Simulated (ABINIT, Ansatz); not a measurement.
# Cs2KYF6 (Fm-3m): G0W0 on several meshes in ABINIT

Wanted: mesh dependence and cost of G0W0 for Cs2KYF6 (Fm-3m).

Program: ABINIT 10.8.3. Level of theory: PBEsol and many-body steps on it, plane waves. Results are calculated unless marked as measured.

This is a report of a sequence of runs, with most program output left out.

## (1) The structure

It takes space group Fm-3m (No. 225, cubic). Conventional cell: a = 9.445 Å, b = 9.445 Å, c = 9.445 Å, α = 90.00°, β = 90.00°, γ = 90.00°. Nearest to K lie 6 F at 2.60 Å. Nearest to Cs lie 12 F at 3.35 Å. Nearest to Y lie 6 F at 2.13 Å. Nearest to F lie 1 Y at 2.13 Å and 1 K at 2.60 Å and 4 Cs at 3.35 Å. Farther neighbours and most contacts between anions are not listed.

The cell and positions come from the Crystallography Open Database and are kept as given unless a step says otherwise. Spin-orbit coupling is left out unless a step names it.

## (2) Empty states on the mesh, 2×2×2 mesh, 412 bands

This step: ABINIT 10.8.3; DFT, PBEsol, plane waves, norm-conserving pseudopotentials.

The sums over transitions need many empty states on a uniform mesh; this step solves for them.

Input file run.abi:

```
acell 3*1.0 Angstrom
rprim 
  -0.000000000000 4.722500000000 4.722500000000
  4.722500000000 -0.000000000000 4.722500000000
  4.722500000000 4.722500000000 0.000000000000
ntypat 4
znucl 19 55 39 9
natom 10
typat 1 2 2 3 4 4 4 4 4 4
xred 
  0.500000000000 0.500000000000 0.500000000000
  0.250000000000 0.250000000000 0.250000000000
  0.750000000000 0.750000000000 0.750000000000
  0.000000000000 0.000000000000 0.000000000000
  0.775000000000 0.225000000000 0.225000000000
  0.225000000000 0.775000000000 0.225000000000
  0.225000000000 0.775000000000 0.775000000000
  0.775000000000 0.225000000000 0.775000000000
  0.225000000000 0.225000000000 0.775000000000
  0.775000000000 0.775000000000 0.225000000000
pp_dirpath "pseudos"
pseudos "K.upf, Cs.upf, Y.upf, F.upf"
ecut 36
ngkpt 2 2 2
nshiftk 1
shiftk 0 0 0
kptopt 1
chksymbreak 0
iscf -2
irdden 1
istwfk *1
nband 412
nbdbuf 36
tolwfr 1e-09
nstep 60
prtvol 0
indata_prefix "in"
outdata_prefix "out"
tmpdata_prefix "tmp"
```

On the command line:

```bash
$ OMP_NUM_THREADS=2 mpirun -n 3 abinit run.abi > log
```

Run time: 7 min. Hardware: 3 MPI ranks of Intel Xeon 6975P-C (Granite Rapids), shared host; peak memory 0.72 GiB.

Numbers from this step:

- gap: 6.587 eV
- k of the valence top: 0, 0, 0
- k of the conduction bottom: 0, 0, 0
- least direct gap: 6.587 eV
- k points computed: 3
- lowest point of the top converged band, above the valence top: 74.9856 eV

On this mesh the gap is 6.587 eV.

The density comes from a self-consistent run that is not shown.

## (3) Screening, 2×2×2 mesh, 177 bands, screening to 141.5 eV

The RPA dielectric matrix is built and inverted for each q.

This step: RPA screening on PBEsol, plane waves, norm-conserving pseudopotentials.

run.abi, as its differences from that of step 2:

```diff
@@ -28,10 +28,11 @@
 chksymbreak 0
-iscf -2
-irdden 1
 istwfk *1
-nband 412
-nbdbuf 36
-tolwfr 1e-09
-nstep 60
-prtvol 0
+occopt 1
+irdwfk 1
+optdriver 3
+nband 177
+ecuteps 5.2
+inclvkb 2
+awtr 1
+symchi 1
 indata_prefix "in"
```

On the command line:

```bash
$ OMP_NUM_THREADS=1 mpirun -n 8 abinit run.abi > log
```

It took 74 s on 8 MPI ranks; peak memory 6 GiB.

Numbers from this step:

* ε∞ with local fields, on this mesh, along the program's q direction: 2.118
* the same without local fields: 2.386
* plasma frequency: 22.88 eV
* plane waves in the screening matrix: 821

Local fields lower ε∞ by 11 %. On a Γ-centred mesh this coarse the value itself is usually too large, while a short band sum pulls it down.

## (4) 2×2×2

The self-energy is evaluated for the states that the input lists, and the levels follow from it, in one-shot runs by the linearised quasiparticle equation.

This step: G0W0 on PBEsol, plane waves, norm-conserving pseudopotentials.

run.abi, as its differences from that of step 3:

```diff
@@ -31,8 +31,15 @@
 irdwfk 1
-optdriver 3
+optdriver 4
 nband 177
+gwcalctyp 0
+ecutsigx 36
+symsigma 1
+nkptgw 1
+kptgw 
+  0.0000000000 0.0000000000 0.0000000000
+bdgw 
+  38 43
 ecuteps 5.2
-inclvkb 2
-awtr 1
-symchi 1
+irdscr 1
+ppmodel 1
 indata_prefix "in"
```

Elapsed: 27 s, on 8 MPI ranks; peak memory 3.7 GiB; 3.6 min of CPU time.

This step gave:

```
G0W0 gap on the points computed              : 9.688 eV
starting gap on the mesh                     : 6.587 eV
k of the valence top                         : 0, 0, 0
k of the conduction bottom                   : 0, 0, 0
Z at the valence top                         : 0.796
Z at the conduction bottom                   : 0.894
least direct G0W0 gap on the computed points : 9.688 eV
```

The gap on the mesh goes from 6.59 eV to 9.69 eV, a correction of +3.10 eV.

## (5) Empty states on the mesh, 4×4×4 mesh, 193 bands

This step: DFT, PBEsol, plane waves, norm-conserving pseudopotentials.

run.abi, as its differences from that of step 4:

```diff
@@ -23,3 +23,3 @@
 ecut 36
-ngkpt 2 2 2
+ngkpt 4 4 4
 nshiftk 1
@@ -28,18 +28,10 @@
 chksymbreak 0
+iscf -2
+irdden 1
 istwfk *1
-occopt 1
-irdwfk 1
-optdriver 4
-nband 177
-gwcalctyp 0
-ecutsigx 36
-symsigma 1
-nkptgw 1
-kptgw 
-  0.0000000000 0.0000000000 0.0000000000
-bdgw 
-  38 43
-ecuteps 5.2
-irdscr 1
-ppmodel 1
+nband 193
+nbdbuf 16
+tolwfr 1e-09
+nstep 60
+prtvol 0
 indata_prefix "in"
```

The job ended after 3.4 min (8 MPI ranks; peak memory 1.2 GiB).

This step gave:

```
gap                                                           : 6.587 eV
k of the valence top                                          : 0, 0, 0
k of the conduction bottom                                    : 0, 0, 0
least direct gap                                              : 6.587 eV
k points computed                                             : 8
lowest point of the top converged band, above the valence top : 39.85 eV
```

On this mesh the gap is 6.587 eV.

## (6) Screening, 4×4×4 mesh, 177 bands, screening to 141.5 eV

This step: RPA screening on PBEsol, plane waves, norm-conserving pseudopotentials.

run.abi, as its differences from that of step 5:

```diff
@@ -28,10 +28,11 @@
 chksymbreak 0
-iscf -2
-irdden 1
 istwfk *1
-nband 193
-nbdbuf 16
-tolwfr 1e-09
-nstep 60
-prtvol 0
+occopt 1
+irdwfk 1
+optdriver 3
+nband 177
+ecuteps 5.2
+inclvkb 2
+awtr 1
+symchi 1
 indata_prefix "in"
```

Wall time 11 min (8 MPI ranks); peak memory 11 GiB; 90 min of CPU time.

This step gave:

- ε∞ with local fields, on this mesh, along the program's q direction: 2.103
- the same without local fields: 2.370
- plasma frequency: 22.88 eV
- plane waves in the screening matrix: 821

## (7) 4×4×4

This step: G0W0 on PBEsol, plane waves, norm-conserving pseudopotentials.

run.abi, as its differences from that of step 6:

```diff
@@ -31,8 +31,15 @@
 irdwfk 1
-optdriver 3
+optdriver 4
 nband 177
+gwcalctyp 0
+ecutsigx 36
+symsigma 1
+nkptgw 1
+kptgw 
+  0.0000000000 0.0000000000 0.0000000000
+bdgw 
+  38 43
 ecuteps 5.2
-inclvkb 2
-awtr 1
-symchi 1
+irdscr 1
+ppmodel 1
 indata_prefix "in"
```

It took 65 s on 8 MPI ranks; peak memory 7.9 GiB; 8.7 min of CPU time.

Numbers from this step:

```yaml
g0w0_gap_on_the_points_computed: 9.829 eV
starting_gap_on_the_mesh: 6.587 eV
k_of_the_valence_top: 0, 0, 0
k_of_the_conduction_bottom: 0, 0, 0
z_at_the_valence_top: 0.792
z_at_the_conduction_bottom: 0.891
least_direct_g0w0_gap_on_the_computed_points: 9.829 eV
```

Against G0W0 in ABINIT (2×2×2 mesh, 177 bands, screening to 141.5 eV, Godby-Needs plasmon pole), the gap moves by +0.141 eV.

## (8) The runs together

Times are wall times on 8 MPI ranks of Intel Xeon 6975P-C (Granite Rapids), shared host, good to a factor of about two. A run's time includes the screening step that it read.

| run | mesh | bands | screening cutoff (eV) | DFT gap (eV) | gap on the mesh (eV) | direct (eV) | ε∞ used | time |
| --- | --- | --- | --- | --- | --- | --- | --- | --- |
| 2×2×2 | 2×2×2 | 177 | 141.5 | 6.587 | 9.688 | 9.688 | 2.12 | 1.7 min |
| 4×4×4 | 4×4×4 | 177 | 141.5 | 6.587 | 9.829 | 9.829 | 2.10 | 12 min |

## (9) Results

```yaml
2x2x2: 9.688 eV
4x4x4: 9.829 eV
known_limits: not at the basis limit; no spin-orbit coupling; coarse k mesh
```

**Reading.** 4×4×4: +0.141 eV against 2×2×2. Bands and cutoff are finite, so the gap is not at the basis limit. The miss can reach some tenths of an eV and take either sign; the mesh is an error of its own. In the G0W0 runs levels were corrected at 1 k point alone, so a gap called «on the mesh» is the least over those, and an edge elsewhere would be missed. The 2×2×2 mesh is coarse for this cell, which bears on the long-range parts of exchange and screening. The many-body steps are scalar-relativistic: spin-orbit coupling is not in them.

[Paths, hosts, dates, memory and timing lines, banners, echoed tables and standing remarks are left out of the program output.]

[Logs are printed without paths, hosts, clocks, repeated set-up lines and the standing remarks that a program may print on its own settings, such as how far it seeks lower states.]

[Runs of the session that timed out or met a known fault of the program may be left out.]

[Hosts, paths, dates, database ids (printed as entryN), source tags and the programs' standing remarks are cut or masked in the printed files.]

[G0W0 gaps are taken among the corrected bands and points alone; a level outside them can change the order at an edge.]

[Where Ansatz stands beside ABINIT at settings called matched, ABINIT's density can come from a denser mesh and the files from another edition; pairs whose starting gaps differed by over 0.03 eV were left out, so agreement reads better than it is.]
